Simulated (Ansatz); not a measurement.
# TiTeSe monolayer, Janus under biaxial strain in the plane of the sheet, part 2 of 3

Wanted: the shifts of the zone-centre modes of TiTeSe monolayer, Janus with strain.

Ansatz 0.2.0; DFT PBEsol, scalar-relativistic, plane waves, PAW; PAW set soft_1.

So far: Starting point; A rough relaxation first; Relaxation.

## Step 4: Tight relaxation

Phonons need small forces and stress, so the relaxation is finished with tight tolerances on 15×15×1 k points.

input.yaml

```yaml
crystal:
  lattice:
    - [3.5704237384, 0.0, 0.0]
    - [-1.7852118692, 3.0920776597, 0.0]
    - [0.0, 0.0, 30.0]
  atoms:
    - { symbol: Ti, position: [0.0, 0.0, 0.3369619058] }
    - { symbol: Se, position: [0.3333333333, 0.6666666667, 0.3845213218] }
    - { symbol: Te, position: [0.6666666667, 0.3333333333, 0.275183439] }
  periodic: [true, true, false]
kpoints:
  mp_grid: { grid: [15, 15, 1] }
hamiltonian:
  xc: pbesol
  pseudopotentials: { kind: paw, azcp: { folder: soft_1 }, xc_functional: pbe }
scf:
  occupations: { method: methfessel_paxton, width: 0.2 }
output:
  forces: true
  stress: true
  eigenvalues: true
  write_density: true
  write_potential: true
  elf: true
  volumetric_format: npy
relax:
  adjacent_minimum: "off"
  f_tol: 0.001
  max_steps: 60
  cell: { stress_2d_tol: 0.002 }
```

Run with:

```bash
$ ansatz run input.yaml --threads 4 --pin off --max-ram 16384MiB --backend cpu --events-out ev --progress --plain --runs-dir out
```

Numbers of over 12 decimals in the logs are rounded to 6 here.

The log of the run:

```text
[...]
Crystal: 3 atoms, lattice volume = 331.201 Å³
Basis set: ecut = 420 eV, 6383 PW (Γ), exchange–correlation on 48×48×432 points (8 copies of the dense FFT grid, shifted against one another)
Bands: 27, of which v1, the nominal top of the filled ones, is band 22 counted from 1 (21 counted from 0)
Symmetry: 6 space group operations
[...]
k-points: 27 of 225 (time reversal used)
[...]
--- Relaxed structure (3 steps of the walk, 3 accepted, 1 SCFs on fresh bases) ---
[...]
cell:  # Å, volume = 331.1274 Å³
    - [3.570028, 0, 0]
    - [-1.785014, 3.091735, 0]
    - [0, 0, 30.0]
  atoms:
    - { symbol: Ti, position: [0, 0, 0.336955] }
    - { symbol: Se, position: [0.333333, 0.666667, 0.384534] }
    - { symbol: Te, position: [0.666667, 0.333333, 0.275178] }
[key lines of the parts left out:]
SCF converged after 10 iterations
Free energy (F): -14802.438660 eV
Fermi energy:    -4.886595 eV
P = ½ c Tr σ = -0.0010 N/m
```

The job ended after 27 s (4 threads of Arm Neoverse V2, shared host; peak memory 0.75 GiB).

Little changed from the start: no atom moved by 0.005 Å and no cell edge by 0.1 %.

Numbers from this step:

```yaml
area_per_atom: 3.679 Å²
```

Electrostatic potential energy in the ac plane at fractional y = 0.333, with atoms of Te within 0.2 Å of it. With pseudopotentials it is smooth inside the atoms' cores, unlike the true potential.

Values in eV, 24 rows by 14 columns, each cell a mean:
```
  0   0   0   0   0   0   0   0   0   0   0   0   0   0
  0   0   0   0   0   0   0   0   0   0   0   0   0   0
  0   0   0   0   0   0   0   0   0   0   0   0   0   0
  0   0   0   0   0   0   0   0   0   0   0   0   0   0
  0   0   0   0   0   0   0   0   0   0   0   0   0   0
  0   0   0   0   0   0   0   0   0   0   0   0   0   0
  0   0   0   0   0   0   0   0   0   0   0   0   0   0
  0   0   0   0   0   0   0   0   0   0   0   0   0   0
  0   0   0   0   0   0   0   0   0   0   0   0   0   0
  0   0   0   0   0   0   0   0   0   0   0   0   0   0
  0   0   0   0   0   0   0   0   0   0   0   0   0   0
  0   0   0   0   0   0   0   0   0   0   0   0   0   0
  0   0   0   0   0   0   0   0   0   0   0   0   0   0
 -1  -1  -1  -1  -1   0   0   0   0   0   0   0   0   0
 -5  -7  -9  -8  -6  -4  -2  -1  -1  -1  -1  -1  -2  -3
 -8 -10 -11 -11  -9  -6  -4  -3  -2  -2  -2  -2  -4  -5
 -6  -6  -7  -6  -6  -7  -9 -10 -10 -10 -10 -10  -9  -8
 -7  -4  -2  -3  -6 -11 -14 -13  -9  -6  -7 -12 -14 -13
 -1  -1  -1  -1  -1  -2  -3  -4  -5  -5  -5  -5  -3  -2
  0   0   0   0   0   0   0   0   0   0   0   0   0   0
  0   0   0   0   0   0   0   0   0   0   0   0   0   0
  0   0   0   0   0   0   0   0   0   0   0   0   0   0
  0   0   0   0   0   0   0   0   0   0   0   0   0   0
  0   0   0   0   0   0   0   0   0   0   0   0   0   0
```
Columns run along a (3.6 Å; values clipped at the 3rd and 97th percentile), rows up along c (30.0 Å). Atoms in or near the plane, at fractional coordinates: Te at (0.67, 0.28).

Valence density in the ac plane at fractional y = 0.333, with atoms of Te within 0.2 Å of it. It is the smooth field of the valence electrons, not physical close to the nuclei.

Ten steps, logarithmic in the rise over the least value, from '_' (0 e/Å³) to '@' (11 e/Å³), each cell a mean:
```
____________________________
____________________________
____________________________
____________________________
____________________________
____________________________
____________________________
____________________________
____________________________
____________________________
____________________________
____________________________
____________________________
____________________________
::------::::....______....::
::------::::..............::
::::::::::::--==++**++==----
::......::--==##@@@@@@%%++==
__________....::::::::::....
____________________________
____________________________
____________________________
____________________________
____________________________
```
Columns run along a (3.6 Å), rows up along c (30.0 Å). Atoms in or near the plane, at fractional coordinates: Te at (0.67, 0.28).

ELF in the ac plane at fractional y = 0.333, with atoms of Te within 0.2 Å of it. It is the smooth field of the valence electrons, not physical close to the nuclei.

Ten even steps from '0' (0.00) to '9' (0.77), each cell a mean:
```
00000000000000
00000000000000
00000000000000
00000000000000
00000000000000
00000000000000
00000000000000
00000000000000
00000000000000
00000000000000
00000000000000
00000000000000
00000000000000
34543210000001
89999752000136
34443332222223
43224566555666
75236764211357
41003689999997
00000012333211
00000000000000
00000000000000
00000000000000
00000000000000
```
Columns run along a (3.6 Å), rows up along c (30.0 Å). Atoms in or near the plane, at fractional coordinates: Te at (0.67, 0.28).

The largest force component left is 0.49 meV/Å, within the tolerances set.

## Step 5: Modes at rest

Phonons follow from the second derivative of the energy, found here by linear response.

The modes at rest are the reference of the series.

input.yaml, the sections that differ from step 4:

```yaml
crystal:
  lattice:
    - [3.5700281122, 0.0, 0.0]
    - [-1.7850140561, 3.0917350374, 0.0]
    - [0.0, 0.0, 30.0]
  atoms:
    - { symbol: Ti, position: [0.0, 0.0, 0.3369553401] }
    - { symbol: Se, position: [0.3333333333, 0.6666666667, 0.3845335549] }
    - { symbol: Te, position: [0.6666666667, 0.3333333333, 0.2751777716] }
  periodic: [true, true, false]
output:
  eigenvalues: true
phonons:
  method: dfpt
# kpoints, hamiltonian, scf: as in step 4
# relax: removed
```

The log of the run:

```text
[...]
Crystal: 3 atoms, lattice volume = 331.127 Å³
Basis set: ecut = 420 eV, 6383 PW (Γ), exchange–correlation on 48×48×432 points (8 copies of the dense FFT grid, shifted against one another)
Bands: 27, of which v1, the nominal top of the filled ones, is band 22 counted from 1 (21 counted from 0)
Symmetry: 6 space group operations
k-points: 64 of 225 (irreducible under 2 space group operations, time reversal used)
[...]
SCF iter   1: F=—  HF=-14802.953695 eV  |F-HF|=—  |Δ(HF+E_count)|=         —  Δρ=1.64e-2  dr2=2.28e0  ethr=3.10e-3  ⟨swp⟩=13.7  Hψ=11754  notcnv=0
[...]
SCF iter  13: F=-14802.438660 eV  HF=-14802.438660 eV  |F-HF|=1.91e-10  |Δ(HF+E_count)|=  3.17e-10  S|Δr|=    0.00e0  Δρ=1.07e-8  dr2=3.84e-13  ethr=1.00e-12  ⟨swp⟩=8.1  Hψ=8690  notcnv=0
SCF 1 converged in 13 iterations: F = -14802.438660 eV  dr2 = 3.84e-13
[...]
DFPT response loops at Γ: preconditioner auto → none (partly filled bands, converged f_vac=0.760); β = 0.50; Broyden in place of MSR1
SCF converged after 13 iterations
[...]
Free energy (F): -14802.438660 eV
[...]
Internal energy: -14802.439373 eV  (E = F + TS)
E sigma→0 (E₀):  -14802.438838 eV
Entropy (-TS):   0.000713 eV (0.238 meV/atom)
Fermi energy:    -4.886595 eV
Step filling:    the computed levels leave a gap of 0.0000 eV = 0.0 smearing widths at the electron count; against every level under it full and every level over it empty, smearing changes F+E_penalty+E_count by +1.438 meV and its σ→0 estimate by +1.260 meV
[...]
--- Band table (eV; the first three rows and the last of 64) ---
  k-point 0: bands = [... 18 lower, -7.0883, -6.7971, -4.5004, -4.5004, -4.1505, -3.7556, -3.7556, -1.2703, ... 1 higher]
  k-point 1: bands = [... 18 lower, -7.0820, -6.5685, -4.8034, -4.6659, -4.2876, -3.6555, -3.6266, -1.6167, ... 1 higher]
  k-point 2: bands = [... 18 lower, -7.0702, -6.3584, -5.6274, -4.9658, -4.3940, -3.5696, -3.4422, -2.1747, ... 1 higher]
  k-point 63: bands = [... 18 lower, -7.8825, -7.7801, -7.1022, -6.6637, -4.2436, -3.7264, -3.3667, -2.5863, ... 1 higher]
--- Phonons (Γ-DFPT): 6 representative perturbations + reference, on 64 of 225 k-points (Σ response iterations 28) ---
  k mesh reduced under 2 symmetry operations, with k and −k counted as one. Each operation leaves every solved perturbation unchanged. A smaller set is not used because it would not reduce the number of displacements times k-points to solve
  ASR residual: 3.048e-5 → 0.000e0 eV/Å²; symmetrization residual: 4.467e-5 eV/Å²
  ASR residual per site (eV/Å²): 2.62e-5 1.58e-5 3.05e-5
  Γ frequencies (cm⁻¹): 0.00 0.00 0.00 105.32 105.32 160.34 204.45 204.45 316.90
  non-analytic LO–TO correction: not included (Born effective charges unavailable; polar crystals: no LO–TO splitting at Γ)
```

Run time: 1.8 min. Hardware: 4 threads; peak memory 2.2 GiB.

Numbers from this step:

| Item | Value |
| --- | --- |
| sum-rule residual before enforcement | 3.05e-5 eV/Å² |
| point group | 3m |
| highest optical mode at the zone centre (no LO-TO term) | 316.9 cm⁻¹ |
| lowest optical zone-centre mode | 105.3 cm⁻¹ |

Patterns of degenerate modes are one choice out of their space. Modes at Γ, with each element's share of the kinetic energy:

```tsv
mode	frequency (cm⁻¹)	symmetry	Ti %	Se %	Te %
1	0.0	acoustic	19	31	50
2	0.0	acoustic	19	31	50
3	0.0	acoustic	19	31	50
4	105.3	E	11	40	49
5	105.3	E	11	40	49
6	160.3	A1	2	55	44
7	204.4	E	70	29	1
8	204.4	E	70	29	1
9	316.9	A1	80	14	6
```

Displacements in mode 4 (105.3 cm⁻¹), the largest set to 1:
```
Ti1 -0.67  0.00  0.00
Se2 -1.00  0.00  0.00
Te3  0.87  0.00  0.00
```

Displacements in mode 9 (316.9 cm⁻¹), the largest set to 1:
```
Ti1  0.00  0.00  1.00
Se2  0.00  0.00 -0.33
Te3  0.00  0.00 -0.17
```

Before it was imposed, the acoustic sum rule was missed by 3.0e-5 eV/Å². Small misses are needed for a sound result but don't prove that mesh and cutoff are converged. The lowest optical mode is real, 105 cm⁻¹.

## Step 6: Relaxation of a member: biaxial strain of +5 % in the plane of the sheet

The cell takes a biaxial strain of +5 % in the plane of the sheet. The cell is held, and the atoms relax in it.

input.yaml, the sections that differ from step 5:

```yaml
crystal:
  lattice:
    - [3.7485295178, 0.0, 0.0]
    - [-1.8742647589, 3.2463217893, 0.0]
    - [0.0, 0.0, 30.0]
  atoms:
    - { symbol: Ti, position: [0.0, 0.0, 0.3373021155] }
    - { symbol: Se, position: [0.3333333333, 0.6666666667, 0.3820354841] }
    - { symbol: Te, position: [0.6666666667, 0.3333333333, 0.277329067] }
  periodic: [true, true, false]
output:
  forces: true
  stress: true
  eigenvalues: true
relax:
  adjacent_minimum: "off"
  f_tol: 0.001
  max_steps: 60
# kpoints, hamiltonian, scf: as in step 5
# phonons: removed
```

The log of the run:

```text
[...]
--- Relaxed structure (5 steps of the walk, 4 accepted, 0 SCFs on fresh bases) ---
  F+E_penalty+E_count = -14802.33359316 eV   max|allowed force component| = 2.942e-5 eV/Å
  cell:  # Å, volume = 365.0680 Å³
    - [3.748530, 0.0, 0.0]
    - [-1.874265, 3.246322, 0.0]
    - [0.0, 0.0, 30.0]
  atoms:
    - { symbol: Ti, position: [0, 0, 0.337403] }
    - { symbol: Se, position: [0.333333, 0.666667, 0.381401] }
    - { symbol: Te, position: [0.666667, 0.333333, 0.277862] }
[key lines of the parts left out:]
SCF converged after 5 iterations
Free energy (F): -14802.333593 eV
Fermi energy:    -4.995325 eV
P = ½ c Tr σ = -2.7770 N/m
```

It took 29 s on 4 threads; peak memory 0.81 GiB.

Step by step:

```tsv
step	energy less that of the first step (eV)	largest force component (eV/Å)
1	0.0000	0.1605
2	0.0001	0.1922
3	-0.0026	0.0176
4	-0.0026	0.0048
5	-0.0026	0.0000
```

Relaxation step 2 was tried and not accepted.

The run keeps the 6 symmetry operations that it works with, so distortions that break them were not tested.

The atoms that moved most (Å):

```tsv
atom	dx	dy	dz	length
Se2	0.000	0.000	-0.019	0.019
Te3	0.000	0.000	0.016	0.016
```

Final coordinates:

```
Ti Se Te
1.0
     3.74853    0.00000    0.00000
    -1.87426    3.24632    0.00000
     0.00000    0.00000   30.00000
Ti Se Te
1 1 1
Direct
  0.00000 0.00000 0.33740
  0.33333 0.66667 0.38140
  0.66667 0.33333 0.27786
```

Numbers from this step:

| Quantity | Value |
| --- | --- |
| area per atom | 4.056 Å² |

The largest force component left is 0.029 meV/Å.

## Step 7: Modes of this member: biaxial strain of +5 % in the plane of the sheet

The zone-centre modes follow for biaxial strain of +5 % in the plane of the sheet.

input.yaml, the sections that differ from step 6:

```yaml
crystal:
  lattice:
    - [3.7485295178, 0.0, 0.0]
    - [-1.8742647589, 3.2463217893, 0.0]
    - [0.0, 0.0, 30.0]
  atoms:
    - { symbol: Ti, position: [0.0, 0.0, 0.3374033316] }
    - { symbol: Se, position: [0.3333333333, 0.6666666667, 0.381401011] }
    - { symbol: Te, position: [0.6666666667, 0.3333333333, 0.277862324] }
  periodic: [true, true, false]
output:
  eigenvalues: true
phonons:
  method: dfpt
# kpoints, hamiltonian, scf: as in step 6
# relax: removed
```

The log of the run:

```text
[...]
Crystal: 3 atoms, lattice volume = 365.068 Å³
Basis set: ecut = 420 eV, 7157 PW (Γ), exchange–correlation on 54×54×432 points (8 copies of the dense FFT grid, shifted against one another)
Bands: 27, of which v1, the nominal top of the filled ones, is band 22 counted from 1 (21 counted from 0)
Symmetry: 6 space group operations
k-points: 64 of 225 (irreducible under 2 space group operations, time reversal used)
[...]
SCF iter   1: F=—  HF=-14802.779503 eV  |F-HF|=—  |Δ(HF+E_count)|=         —  Δρ=1.86e-2  dr2=1.72e0  ethr=3.10e-3  ⟨swp⟩=13.2  Hψ=11270  notcnv=0
[...]
SCF iter  13: F=-14802.333593 eV  HF=-14802.333593 eV  |F-HF|=5.82e-11  |Δ(HF+E_count)|=  5.17e-10  S|Δr|=    0.00e0  Δρ=1.67e-8  dr2=5.83e-13  ethr=1.00e-12  ⟨swp⟩=13.4  Hψ=11148  notcnv=0
SCF 1 converged in 13 iterations: F = -14802.333593 eV  dr2 = 5.83e-13
[...]
SCF converged after 13 iterations
[...]
Free energy (F): -14802.333593 eV
[...]
Internal energy: -14802.337788 eV  (E = F + TS)
E sigma→0 (E₀):  -14802.334642 eV
Entropy (-TS):   0.004195 eV (1.398 meV/atom)
Fermi energy:    -4.995311 eV
[...]
--- Band table (eV; the first three rows and the last of 64) ---
  k-point 0: bands = [... 18 lower, -7.6332, -6.4363, -4.8249, -4.8249, -4.3597, -4.3597, -4.1318, -1.6967, ... 1 higher]
  k-point 1: bands = [... 18 lower, -7.6240, -6.3182, -5.1615, -5.0256, -4.5257, -4.1886, -3.9139, -2.0097, ... 1 higher]
  k-point 2: bands = [... 18 lower, -7.6009, -6.1594, -5.9060, -5.3420, -4.6148, -3.9689, -3.7635, -2.5111, ... 1 higher]
  k-point 63: bands = [... 18 lower, -8.0220, -7.7816, -7.0669, -6.5622, -4.5112, -3.9704, -3.9118, -2.8621, ... 1 higher]
[...]
ASR residual: 6.321e-5 → 0.000e0 eV/Å²; symmetrization residual: 6.595e-5 eV/Å²
  ASR residual per site (eV/Å²): 3.49e-5 1.28e-5 6.32e-5
  Γ frequencies (cm⁻¹): 0.00 0.00 0.00 101.72 101.72 152.15 174.42 174.42 283.48
[...]
```

Run time: 2.4 min. Hardware: 4 threads; peak memory 2.4 GiB; 9.3 min of CPU time.

Numbers from this step:

```yaml
sum_rule_residual_before_enforcement: 6.32e-5 eV/Å²
highest_optical_mode_at_the_zone_centre_no_lo_to_term: 283.5 cm⁻¹
lowest_optical_zone_centre_mode: 101.7 cm⁻¹
```

Patterns of degenerate modes are one choice out of their space. The modes at Γ (shares of kinetic energy by element, %):

```tsv
mode	frequency (cm⁻¹)	symmetry	Ti %	Se %	Te %
1	0.0	acoustic	19	31	50
2	0.0	acoustic	19	31	50
3	0.0	acoustic	19	31	50
4	101.7	E	19	31	50
5	101.7	E	19	31	50
6	152.2	A1	1	58	42
7	174.4	E	62	38	0
8	174.4	E	62	38	0
9	283.5	A1	81	11	8
```

Displacements in mode 4 (101.7 cm⁻¹), the largest set to 1:
```
Ti1 -0.99  0.00  0.00
Se2 -1.00  0.00  0.00
Te3  0.99  0.00  0.00
```

Displacements in mode 9 (283.5 cm⁻¹), the largest set to 1:
```
Ti1  0.00  0.00  1.00
Se2  0.00  0.00 -0.29
Te3  0.00  0.00 -0.19
```

The lowest optical mode is real, 102 cm⁻¹, and the highest lies at 283.5 cm⁻¹.

Between step 5 and this run (strain 5 %) the value for the highest optical mode at the zone centre (no LO-TO term) moves from 317 cm⁻¹ to 283 cm⁻¹ (-11 %).

(Part 2 of 3 ends here.)

[Logs are printed without paths, hosts, clocks, repeated set-up lines and the standing remarks that a program may print on its own settings, such as how far it seeks lower states.]

[Hosts, paths, dates, database ids (printed as entryN), source tags and the programs' standing remarks are cut or masked in the printed files.]
